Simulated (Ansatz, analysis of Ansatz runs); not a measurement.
# SrLa2S4 (I-42d), V_S hop (3.4 Å): attempt frequency at charge +2

Aim: the prefactor of a hop in SrLa2S4 (I-42d) (V_S hop (3.4 Å), charge +2) from the modes of the moving atom at the start and at the top of a path found beforehand. Model: a cell of 56 host atoms with 1 S taken out.

Main program and level: Ansatz 0.2.0; plane-wave PAW DFT, PBEsol; finite-difference force constants of the moving atom alone.

### 1. Starting point

The cell holds 55 atoms: 8 Sr, 16 La and 31 S. Its edges and angles: a = 12.257 Å, b = 12.257 Å, c = 12.277 Å, α = 59.9°, β = 59.9°, γ = 60.1°. It derives from SrLa2S4 (space group I-42d). Nearest the centre at fractional (0.523, 0.850, 0.401): S38 at 1.46 Å, Sr6 at 2.57 Å, Sr4 at 2.65 Å, La10 at 2.70 Å, S54 at 3.61 Å, S44 at 3.63 Å, La16 at 3.70 Å, S48 at 3.73 Å. The cell carries charge +2.

The cell's shortest repeat is 12.3 Å.

### 2. Vibrations of the moving atom at the start point

Harmonic transition-state theory takes the prefactor from the modes at the minimum and at the top. Only the moving atom is displaced, by 0.02 Å, which takes six displaced runs and a reference; the host's atoms are held.

qp2.start.modes/input.yaml

```yaml
crystal:
  lattice:
    - [0.0, 8.68134836, 8.65211018]
    - [8.68134836, 0.0, 8.65211018]
    - [8.68134836, 8.68134836, 0.0]
  atoms:
    - { symbol: Sr, position: [0.00466211, -0.00241968, 0.49897417] }
    - { symbol: Sr, position: [0.25038794, 0.24808495, 0.74902526] }
    - { symbol: Sr, position: [0.49955285, 0.50176764, -0.00192556] }
    - { symbol: Sr, position: [0.76168288, 0.749747, 0.24092182] }
    - { symbol: Sr, position: [0.1255747, 0.6237004, 0.3751344] }
    - { symbol: Sr, position: [0.369533, 0.88114901, 0.62928568] }
    - { symbol: Sr, position: [0.62711767, 0.12290752, 0.87369337] }
    - { symbol: Sr, position: [0.87143941, 0.37593497, 0.12891959] }
    - { symbol: La, position: [0.12745186, 0.74848531, 0.0004511] }
    - { symbol: La, position: [0.37582942, 1.01461941, 0.23772959] }
    - { symbol: La, position: [0.62483472, 0.24992589, 0.50266285] }
    - { symbol: La, position: [0.87917816, 0.49803716, 0.75146515] }
    - { symbol: La, position: [0.00216929, 0.12273843, 0.74698674] }
    - { symbol: La, position: [0.25253091, 0.37458303, 0.99695162] }
    - { symbol: La, position: [0.50250576, 0.6186745, 0.23612552] }
    - { symbol: La, position: [0.75199078, 0.87090653, 0.49797685] }
    - { symbol: La, position: [0.24080671, 0.61552527, 0.63404488] }
    - { symbol: La, position: [0.49798421, 0.87895282, 0.87121923] }
    - { symbol: La, position: [0.74840146, 0.12336081, 0.12594114] }
    - { symbol: La, position: [0.99969751, 0.3775369, 0.37351945] }
    - { symbol: La, position: [0.12153171, 0.00493083, 0.1265573] }
    - { symbol: La, position: [0.37131788, 0.25365439, 0.37757447] }
    - { symbol: La, position: [0.63022796, 0.4915977, 0.63895444] }
    - { symbol: La, position: [0.87126541, 0.75378356, 0.8766776] }
    - { symbol: S, position: [0.22423727, 0.47428883, 0.19631245] }
    - { symbol: S, position: [0.72341473, 0.97171613, 0.69916206] }
    - { symbol: S, position: [0.97163901, 0.2209335, 0.95282129] }
    - { symbol: S, position: [0.10018328, 0.84462821, 0.72937953] }
    - { symbol: S, position: [0.34780249, 0.10008039, 0.97781897] }
    - { symbol: S, position: [0.59952992, 0.34535999, 0.22917838] }
    - { symbol: S, position: [0.84805255, 0.5975177, 0.47982773] }
    - { symbol: S, position: [0.1034797, 0.20046741, 0.22237426] }
    - { symbol: S, position: [0.35504995, 0.44787107, 0.47300143] }
    - { symbol: S, position: [0.60337386, 0.6988097, 0.72367475] }
    - { symbol: S, position: [0.85643481, 0.9485806, 0.97235172] }
    - { symbol: S, position: [0.07097711, 0.47759146, 0.85133901] }
    - { symbol: S, position: [0.31834851, 0.73446192, 0.09917968] }
    - { symbol: S, position: [0.56783161, 0.96128381, 0.35394369] }
    - { symbol: S, position: [0.82515458, 0.2301886, 0.59456152] }
    - { symbol: S, position: [0.22186789, 0.97487669, 0.85507305] }
    - { symbol: S, position: [0.47609219, 0.22880274, 0.10029987] }
    - { symbol: S, position: [0.69252231, 0.49849276, 0.36945882] }
    - { symbol: S, position: [0.97474039, 0.72343062, 0.60201033] }
    - { symbol: S, position: [0.19991793, 0.10661654, 0.46946689] }
    - { symbol: S, position: [0.44903905, 0.35530028, 0.72330835] }
    - { symbol: S, position: [0.698952, 0.60529459, 0.96996426] }
    - { symbol: S, position: [0.95085999, 0.8558909, 0.2216965] }
    - { symbol: S, position: [0.26238955, 0.80995961, 0.3640745] }
    - { symbol: S, position: [0.48189209, 0.07411554, 0.59413926] }
    - { symbol: S, position: [0.73313736, 0.32109568, 0.84820948] }
    - { symbol: S, position: [0.98144849, 0.57107349, 0.09670097] }
    - { symbol: S, position: [0.09773078, 0.34832682, 0.57296146] }
    - { symbol: S, position: [0.35176012, 0.6018665, 0.8132283] }
    - { symbol: S, position: [0.59553381, 0.84560578, 0.07988779] }
    - { symbol: S, position: [0.84753187, 0.09768411, 0.32549412] }
  symmetry: { detect: false }
total_charge: 2
basis:
  ecutwfc: 420
  xc_grid: 2
hamiltonian:
  xc: pbesol
kpoints:
  mp_grid: { grid: [1, 1, 1], shift: [0.25, 0.25, 0.25] }
scf:
  occupations: { method: fixed }
  max_iter: 150
phonons:
  supercell: [1, 1, 1]
  displaced_sites: [37]
  amplitude: 0.02
```

The run is started by

```sh
> ansatz run input.yaml --threads 32 --pin off --max-ram 84787MiB --backend cuda --events-out ev --progress --plain --runs-dir out --max-vram 78GiB
```

Numbers of over 12 decimals in the logs are rounded to 6 here.

The log of the run:

```text
Engine: ansatz 0.2.0, aarch64-unknown-linux-gnu
[...]
Pseudopotential: Sr, paw, valence charge 10, recommended cutoff 420 eV (normal), Sr.paw.azcp
Pseudopotential: La, paw, valence charge 11, recommended cutoff 420 eV (normal), La.paw.azcp
Pseudopotential: S, paw, valence charge 6, recommended cutoff 420 eV (normal), S.paw.azcp
Functional definition: PBEsol
[...]
Crystal: 55 atoms, lattice volume = 1304.147 Å³
Basis set: ecut = 420 eV, 25573 PW (Γ), exchange–correlation on 180×180×180 points (8 copies of the dense FFT grid, shifted against one another)
Bands: 275, of which v1, the nominal top of the filled ones, is band 220 counted from 1 (219 counted from 0)
[...]
k-points: 1
[...]
Functional: x = pbesol(κ = 0.804, μ = 0.123457), c = pbesol(β = 0.046)
SCF iter   1: F=—  HF=-154092.916592 eV  |F-HF|=—  |Δ(HF+E_count)|=         —  Δρ=5.56e-3  dr2=6.57e-1  ethr=1.77e-3  ⟨swp⟩=6.0  Hψ=1225  notcnv=0  defer=50
[...]
SCF iter   2: F=—  HF=-154092.777038 eV  |F-HF|=—  |Δ(HF+E_count)|=   1.40e-1  Δρ=2.05e-3  dr2=6.58e-2  ethr=1.49e-4  ⟨swp⟩=4.0  Hψ=419  notcnv=0  defer=53
[...]
SCF 1 converged in 11 iterations: F = -154092.773184 eV  dr2 = 2.81e-10
[...]
SCF iter   2: F=—  HF=-154092.771909 eV  |F-HF|=—  |Δ(HF+E_count)|=   6.22e-5  Δρ=6.45e-5  dr2=8.27e-5  ethr=4.10e-8  ⟨swp⟩=2.0  Hψ=309  notcnv=0  defer=50
[...]
SCF iter   8: F=-154092.772125 eV  HF=-154092.772125 eV  |F-HF|=2.91e-11  |Δ(HF+E_count)|=  1.46e-10  Δρ=3.67e-8  dr2=4.68e-11  ethr=1.00e-12  ⟨swp⟩=4.0  Hψ=967  notcnv=0
SCF 2 converged in 8 iterations: F = -154092.772125 eV  dr2 = 4.68e-11
[...]
SCF 7 converged in 6 iterations: F = -154092.772527 eV  dr2 = 1.29e-11
SCF converged after 11 iterations
[...]
--- Band table (eV) ---
[...]
--- Phonons: 6 displaced members + reference (amplitude 0.02 Å, Σ member SCF iterations 41) ---
  symmetry images taken by strict's conditions (phonons.symmetry_images: auto; settled by no image being taken that strict refuses)
  force constants formed among 1 of 55 sites (S 37); the other 54 at rest. The modes move the named sites alone.
  the frequencies, the zero-point energy and the sums are of the block with the acoustic sum rule laid on its rows. Row sums over every site: 4.2e-5 eV/Å² at the most
  transpose residual: 9.7e-4 eV/Å²
  largest component of a force at the reference: 2.5e-3 eV/Å on a named site, 9.2e-3 eV/Å on a site at rest
  frequencies among the named sites at Γ of the cell (cm⁻¹): 165.00 213.99 215.76
  unstable modes among the named sites: 0
  frequencies as built, with no sum rule (cm⁻¹): 165.00 213.99 215.76
  zero-point energy: 0.036870 eV/cell   skipped modes (ω ≤ 0): 0
  not written: the harmonic force-constant file, the file of eigenvectors (these modes' are written with the force constants), the density of states and the dispersion, which are of every site
[...]
```

Run time: 4.6 s. Hardware: 1 × NVIDIA GB200 with 32 threads of Arm Neoverse V2, shared host; peak memory 2.2 GiB; 16 s of CPU time.

Numbers from this step:

| Property | Result |
| --- | --- |
| free energy | -154092.7732 eV |
| frequencies of moving atom | 165.0, 214.0, 215.8 cm⁻¹ (negative: imaginary) |

The three modes are 165, 214 and 216 cm⁻¹: all real, a minimum for this atom with the others held.

### 3. Vibrations of the moving atom at the top of the path

The same at the top, where the mode along the path should be imaginary.

qp2.top.modes/input.yaml

```yaml
crystal:
  lattice:
    - [0.0, 8.68134836, 8.65211018]
    - [8.68134836, 0.0, 8.65211018]
    - [8.68134836, 8.68134836, 0.0]
  atoms:
    - { symbol: Sr, position: [-0.00056002, -0.00021331, 0.49954654] }
    - { symbol: Sr, position: [0.25338539, 0.2482657, 0.74783347] }
[... 1 atom line left out ...]
    - { symbol: Sr, position: [0.77203093, 0.7418118, 0.23072316] }
[... 1 atom line left out ...]
    - { symbol: Sr, position: [0.35639481, 0.88016544, 0.64659651] }
[... 3 atom lines left out ...]
    - { symbol: La, position: [0.37539231, 0.99980809, 0.25007042] }
[... 5 atom lines left out ...]
    - { symbol: La, position: [0.74956584, 0.86330886, 0.50015678] }
[... 6 atom lines left out ...]
    - { symbol: La, position: [0.62488712, 0.51212953, 0.62403346] }
[... 7 atom lines left out ...]
    - { symbol: S, position: [0.85434646, 0.59445523, 0.4782717] }
[... 2 atom lines left out ...]
    - { symbol: S, position: [0.60308645, 0.69738527, 0.72974485] }
[... 3 atom lines left out ...]
    - { symbol: S, position: [0.53909103, 0.83601455, 0.41356987] }
[... 2 atom lines left out ...]
    - { symbol: S, position: [0.48371933, 0.20801605, 0.12087378] }
[... 2 atom lines left out ...]
    - { symbol: S, position: [0.19931261, 0.10841682, 0.47089212] }
[... 3 atom lines left out ...]
    - { symbol: S, position: [0.24671485, 0.81188303, 0.35867627] }
[... 5 atom lines left out ...]
    - { symbol: S, position: [0.59692251, 0.84619799, 0.0737871] }
    - { symbol: S, position: [0.84580606, 0.09474644, 0.32504818] }
  symmetry: { detect: false }
total_charge: 2
basis:
  ecutwfc: 420
  xc_grid: 2
hamiltonian:
  xc: pbesol
kpoints:
  mp_grid: { grid: [1, 1, 1], shift: [0.25, 0.25, 0.25] }
scf:
  occupations: { method: fixed }
  max_iter: 150
phonons:
  supercell: [1, 1, 1]
  displaced_sites: [37]
  amplitude: 0.02
```

The log of the run:

```text
[...]
Crystal: 55 atoms, lattice volume = 1304.147 Å³
Basis set: ecut = 420 eV, 25573 PW (Γ), exchange–correlation on 180×180×180 points (8 copies of the dense FFT grid, shifted against one another)
Bands: 275, of which v1, the nominal top of the filled ones, is band 220 counted from 1 (219 counted from 0)
[...]
k-points: 1
[...]
SCF iter   1: F=—  HF=-154092.268951 eV  |F-HF|=—  |Δ(HF+E_count)|=         —  Δρ=5.55e-3  dr2=6.24e-1  ethr=1.77e-3  ⟨swp⟩=6.0  Hψ=1211  notcnv=0  defer=49
[...]
SCF iter   2: F=—  HF=-154092.133524 eV  |F-HF|=—  |Δ(HF+E_count)|=   1.35e-1  Δρ=2.03e-3  dr2=5.61e-2  ethr=1.42e-4  ⟨swp⟩=3.0  Hψ=420  notcnv=0  defer=53
[...]
SCF 1 converged in 11 iterations: F = -154092.129628 eV  dr2 = 2.50e-10
[...]
SCF iter   2: F=—  HF=-154092.127527 eV  |F-HF|=—  |Δ(HF+E_count)|=   6.30e-5  Δρ=7.32e-5  dr2=1.02e-4  ethr=4.54e-8  ⟨swp⟩=2.0  Hψ=321  notcnv=0  defer=48
[...]
SCF iter   8: F=-154092.127740 eV  HF=-154092.127740 eV  |F-HF|=2.91e-11  |Δ(HF+E_count)|=  5.82e-11  Δρ=3.19e-8  dr2=3.19e-11  ethr=1.00e-12  ⟨swp⟩=5.0  Hψ=946  notcnv=0
SCF 2 converged in 8 iterations: F = -154092.127740 eV  dr2 = 3.19e-11
[...]
SCF 7 converged in 5 iterations: F = -154092.129304 eV  dr2 = 4.79e-11
SCF converged after 11 iterations
[...]
--- Band table (eV) ---
[...]
transpose residual: 1.7e-3 eV/Å²
[...]
frequencies among the named sites at Γ of the cell (cm⁻¹): -65.68 197.46 311.54
  unstable modes among the named sites: 1
  frequencies as built, with no sum rule (cm⁻¹): -65.68 197.46 311.54
  zero-point energy: 0.031554 eV/cell   skipped modes (ω ≤ 0): 1, of them read as no rigid motion or as one in doubt: 1 (1.000e0 modes/cell left out, lowest -65.68 cm⁻¹)
[...]
```

Wall time 5.3 s (1 × NVIDIA GB200 with 32 threads); peak memory 2.2 GiB; 18 s of CPU time.

Numbers from this step:

- free energy: -154092.1296 eV
- frequencies of moving atom: -65.68, 197.5, 311.5 cm⁻¹ (negative: imaginary)

The three modes are 66i, 197 and 312 cm⁻¹: one imaginary, a saddle of first order for this atom with the others held.

### 4. Attempt frequency and hop rate

Analysis of the runs above: harmonic transition-state theory from the moving atom's modes alone (Vineyard), PBEsol.

It gives:

```
attempt frequency : 3.713 THz
```

Table of hop rate by temperature:

```tsv
temperature (K)	hop rate (1/s)
200	2.3e-4
300	57.3
400	28922
600	1.5e7
800	3.3e8
1000	2.1e9
```

### 5. Summary of results

| Item | Value |
| --- | --- |
| attempt frequency (attempt frequency and hop rate) | 3.71 THz |

What this shows: The attempt frequency, the product of the three frequencies at the start over that of the two real ones at the top (Vineyard), is 3.7 THz. With the barrier of 0.64 eV it gives 1.5e+07 hops a second at 600 K along this one path; equivalent neighbouring sites multiply that. The host's atoms were held, though they move along the path too, so the prefactor is rough. What this leaves open: one k-point off the zone centre stands for the whole zone; spin–orbit coupling, which can matter with heavy atoms, is left out.

[Logs are printed without paths, hosts, clocks, repeated set-up lines and the standing remarks that a program may print on its own settings, such as how far it seeks lower states.]

[Hosts, paths, dates, database ids (printed as entryN), source tags and the programs' standing remarks are cut or masked in the printed files.]
